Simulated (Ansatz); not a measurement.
# BeZn2P2 (built on the sites of a database entry of CaZn2P2): converging a phonon calculation, part 3 of 3

How do the frequencies of BeZn2P2 (built on the sites of a database entry of CaZn2P2) move with q mesh, k mesh and cutoff?

Ansatz 0.2.0; DFT PBEsol, scalar-relativistic, plane waves, PAW.

So far. Step 9 (Another k mesh, k-mesh 14×14×8, q mesh 2×2×2): The highest optical mode at the zone centre (no LO-TO term) is 294.8 cm⁻¹, +1.0 cm⁻¹ against the base run. The relaxed cell has a = 3.733, c = 6.086 Å (conventional setting).

The structure was built from a prototype and need not be the compound's stable phase.

**13. Another cutoff, cutoff 290 eV, k-mesh 10×10×6**

The cutoff is set to 290 eV on a small fixed q mesh.

Contents of input.yaml:

```yaml
crystal:
  lattice:
    - [3.7327437306, -3.0525e-06, 0.0]
    - [-1.8663692218, 3.2326524228, 0.0]
    - [0.0, 0.0, 6.0864390006]
  atoms:
    - { symbol: Be, position: [0.0, 0.0, 0.0] }
    - { symbol: Zn, position: [0.3333333333, 0.6666666667, 0.6240765723] }
    - { symbol: Zn, position: [0.6666666667, 0.3333333333, 0.3759234277] }
    - { symbol: P, position: [0.3333333333, 0.6666666667, 0.2069294324] }
    - { symbol: P, position: [0.6666666667, 0.3333333333, 0.7930705676] }
kpoints:
  mp_grid: { grid: [10, 10, 6] }
hamiltonian:
  xc: pbesol
scf:
  occupations: { method: methfessel_paxton, width: 0.15 }
output:
  eigenvalues: true
phonons:
  method: dfpt
  qmesh: [2, 2, 2]
  temperatures: { t_max: 1000, t_step: 50 }
  qpath:
    path:
      - [[0.0, 0.0, 0.0], [0.5, 0.0, 0.0], [0.33333333, 0.33333333, 0.0], [0.0, 0.0, 0.0], [0.0, 0.0, 0.5], [0.5, 0.0, 0.5], [0.33333333, 0.33333333, 0.5], [0.0, 0.0, 0.5]]
      - [[0.5, 0.0, 0.5], [0.5, 0.0, 0.0]]
      - [[0.33333333, 0.33333333, 0.5], [0.33333333, 0.33333333, 0.0]]
    npoints: 10
basis:
  ecutwfc: 290
```

Started as:

```
ansatz run input.yaml --threads 8 --pin off --max-ram 14336MiB --backend cpu --events-out ev --progress --plain --runs-dir out
```

Numbers of over 12 decimals in the logs are rounded to 6 here.

The log of the run:

```text
[...]
Crystal: 5 atoms, lattice volume = 73.443 Å³
Basis set: ecut = 290 eV, 833 PW (Γ), exchange–correlation on 48×48×72 points (8 copies of the dense FFT grid, shifted against one another)
Bands: 23, of which v1, the nominal top of the filled ones, is band 18 counted from 1 (17 counted from 0)
Symmetry: 12 space group operations
k-points: 72 of 600
[...]
SCF iter   1: F=—  HF=-8131.599447 eV  |F-HF|=—  |Δ(HF+E_count)|=         —  Δρ=6.41e-3  dr2=1.77e-2  ethr=1.77e-3  ⟨swp⟩=6.2  Hψ=8872  notcnv=0
[...]
SCF iter  10: F=-8131.561988 eV  HF=-8131.561988 eV  |F-HF|=4.55e-12  |Δ(HF+E_count)|=  4.55e-12  S|Δr|=    0.00e0  Δρ=3.42e-8  dr2=8.10e-13  ethr=1.00e-12  ⟨swp⟩=9.1  Hψ=8763  notcnv=0
SCF 1 converged in 10 iterations: F = -8131.561988 eV  dr2 = 8.10e-13
[...]
SCF iter   5: F=-8131.561988 eV  HF=-8131.561988 eV  |F-HF|=7.28e-12  |Δ(HF+E_count)|=  5.46e-12  S|Δr|=    0.00e0  Δρ=1.08e-7  dr2=7.69e-12  ethr=1.00e-12  ⟨swp⟩=3.0  Hψ=5049  notcnv=0
SCF 2 converged in 5 iterations: F = -8131.561988 eV  dr2 = 7.69e-12
[...]
SCF converged after 10 iterations
[...]
Free energy (F): -8131.561988 eV
[...]
Internal energy: -8131.561408 eV  (E = F + TS)
E sigma→0 (E₀):  -8131.561843 eV
Entropy (-TS):   -0.000580 eV (-0.116 meV/atom)
Fermi energy:    9.366576 eV
[...]
--- Band table (eV; the first three rows and the last of 72) ---
  k-point 0: bands = [... 14 lower, 8.4394, 9.0904, 9.0904, 9.5039, 11.1715, 11.2416, 12.5737, 12.5737, ... 1 higher]
  k-point 1: bands = [... 14 lower, 8.5008, 8.5813, 9.0873, 9.0873, 11.1503, 12.0008, 12.2215, 12.2215, ... 1 higher]
  k-point 2: bands = [... 14 lower, 8.6417, 8.6417, 9.0671, 9.0671, 11.2953, 11.7047, 11.7047, 12.3381, ... 1 higher]
  k-point 71: bands = [... 14 lower, 4.5054, 4.5977, 7.9213, 7.9432, 10.7773, 11.0340, 12.1479, 12.7660, ... 1 higher]
[...]
ASR residual: 5.254e-5 → 0.000e0 eV/Å²; symmetrization residual: 2.896e-6 eV/Å²
  ASR residual per site (eV/Å²): 4.53e-5 5.25e-5 5.25e-5 7.64e-6 7.64e-6
[...]
--- Phonons (arbitrary-q DFPT): 4 irreducible q on the 2×2×2 mesh ---
[...]
interpolated dispersion: 93 rows × 15 modes
[...]
```

It took 1.9 min on 8 threads of Arm Neoverse V2, shared host; peak memory 1.2 GiB; 14 min of CPU time.

The run finished; it serves as a test, and its numbers are not taken as the result.

**14. Another cutoff, cutoff 360 eV, k-mesh 10×10×6**

The cutoff is set to 360 eV on a small fixed q mesh.

Edit input.yaml of step 13 so:

```diff
@@ -30,2 +30,2 @@
 basis:
-  ecutwfc: 290
+  ecutwfc: 360
```

The log of the run:

```text
[...]
Crystal: 5 atoms, lattice volume = 73.443 Å³
Basis set: ecut = 360 eV, 1105 PW (Γ), exchange–correlation on 48×48×80 points (8 copies of the dense FFT grid, shifted against one another)
Bands: 23, of which v1, the nominal top of the filled ones, is band 18 counted from 1 (17 counted from 0)
Symmetry: 12 space group operations
k-points: 72 of 600
[...]
k-point 71: bands = [... 14 lower, 4.5498, 4.6086, 7.9252, 7.9511, 10.7713, 11.0213, 12.1482, 12.7654, ... 1 higher]
[...]
ASR residual: 1.281e-4 → 0.000e0 eV/Å²; symmetrization residual: 4.973e-6 eV/Å²
  ASR residual per site (eV/Å²): 1.28e-4 1.28e-5 1.28e-5 3.95e-6 3.95e-6
[...]
--- Phonons (arbitrary-q DFPT): 4 irreducible q on the 2×2×2 mesh ---
[...]
interpolated dispersion: 93 rows × 15 modes
[...]
[key lines of the parts left out:]
SCF converged after 11 iterations
Free energy (F): -8132.066683 eV
Fermi energy:    9.373191 eV
```

Wall time 2.3 min (8 threads); peak memory 1.4 GiB.

Frequencies (cm⁻¹) solved at each irreducible wavevector; negative means imaginary. Frequencies by wavevector, by row:

```
q in reciprocal lattice units  star  mode 1  mode 2  mode 3  mode 4  mode 13  mode 14  mode 15
                        0 0 0     1  -154.4  -154.4       0       0    225.2    286.4    294.3
                     0 0 -0.5     1  -106.3  -106.3   -50.5   -50.5    243.2    287.7      310
                     0 -0.5 0     3  -114.8    -105   -77.8    76.7    265.2    311.6    314.3
                  0 -0.5 -0.5     3  -119.8   -72.3   -66.4    75.8    293.6    307.8      320
```

The highest optical mode at the zone centre (no LO-TO term) is 294.3 cm⁻¹, +0.5 cm⁻¹ against the base run.

**15. Another cutoff, cutoff 550 eV, k-mesh 10×10×6**

The cutoff is set to 550 eV on a small fixed q mesh.

Edit input.yaml of step 14 so:

```diff
@@ -30,2 +30,2 @@
 basis:
-  ecutwfc: 360
+  ecutwfc: 550
```

The log of the run:

```text
[...]
Crystal: 5 atoms, lattice volume = 73.443 Å³
Basis set: ecut = 550 eV, 2177 PW (Γ), exchange–correlation on 60×60×96 points (8 copies of the dense FFT grid, shifted against one another)
Bands: 23, of which v1, the nominal top of the filled ones, is band 18 counted from 1 (17 counted from 0)
Symmetry: 12 space group operations
k-points: 72 of 600
[...]
k-point 71: bands = [... 14 lower, 4.5480, 4.6072, 7.9231, 7.9489, 10.7676, 11.0181, 12.1438, 12.7615, ... 1 higher]
[...]
ASR residual: 7.374e-5 → 0.000e0 eV/Å²; symmetrization residual: 5.121e-6 eV/Å²
  ASR residual per site (eV/Å²): 7.37e-5 1.09e-5 1.09e-5 1.09e-5 1.09e-5
[...]
--- Phonons (arbitrary-q DFPT): 4 irreducible q on the 2×2×2 mesh ---
[...]
interpolated dispersion: 93 rows × 15 modes
[...]
[key lines of the parts left out:]
SCF converged after 11 iterations
Free energy (F): -8132.095076 eV
Fermi energy:    9.370559 eV
```

Wall time 3.7 min (8 threads); peak memory 2.1 GiB.

The highest optical mode at the zone centre (no LO-TO term) is 293.7 cm⁻¹, -0.1 cm⁻¹ against the base run.

**16. Results**

```
highest optical mode at the zone centre (no LO-TO term), k-mesh 4×4×2   : 298 cm⁻¹
highest optical mode at the zone centre (no LO-TO term), k-mesh 4×4×4   : 293 cm⁻¹
highest optical mode at the zone centre (no LO-TO term), k-mesh 6×6×4   : 288 cm⁻¹
highest optical mode at the zone centre (no LO-TO term), k-mesh 8×8×6   : 292 cm⁻¹
highest optical mode at the zone centre (no LO-TO term), k-mesh 14×14×8 : 295 cm⁻¹
highest optical mode at the zone centre (no LO-TO term), cutoff 170 eV  : 311 cm⁻¹
highest optical mode at the zone centre (no LO-TO term), cutoff 230 eV  : 304 cm⁻¹
highest optical mode at the zone centre (no LO-TO term), cutoff 290 eV  : 294 cm⁻¹
highest optical mode at the zone centre (no LO-TO term), cutoff 360 eV  : 294 cm⁻¹
highest optical mode at the zone centre (no LO-TO term), cutoff 550 eV  : 294 cm⁻¹
```

The base run has imaginary modes (down to 156i cm⁻¹), and the series also tests whether they stay. Over the whole k mesh series, coarse runs included, the lowest mode on the q mesh (acoustic modes at Γ apart) runs from -204.0 to -155.3 cm⁻¹; the two finest runs still differ by up to 9.2 cm⁻¹ in a solved mode, so convergence is not shown. Over the whole cutoff series, coarse runs included, the lowest mode on the q mesh (acoustic modes at Γ apart) runs from -184.0 to -151.1 cm⁻¹; from 360 eV on all solved modes stay within 2.0 cm⁻¹ of the finest run (550 eV), against a tolerance of 3.2. All runs share the cell relaxed at the base settings, which is not exactly at rest under another k mesh or cutoff. With no gap, or one that is small against the smearing, the frequencies hang on the k mesh and the smearing, most of all near Kohn anomalies. The starting cell was built on a prototype and not taken from a measurement, so the phase need not exist. These are harmonic frequencies at zero temperature: anharmonic shifts, linewidths and thermal expansion are left out.

[Logs are printed without paths, hosts, clocks, repeated set-up lines and the standing remarks that a program may print on its own settings, such as how far it seeks lower states.]

[Hosts, paths, dates, database ids (printed as entryN), source tags and the programs' standing remarks are cut or masked in the printed files.]
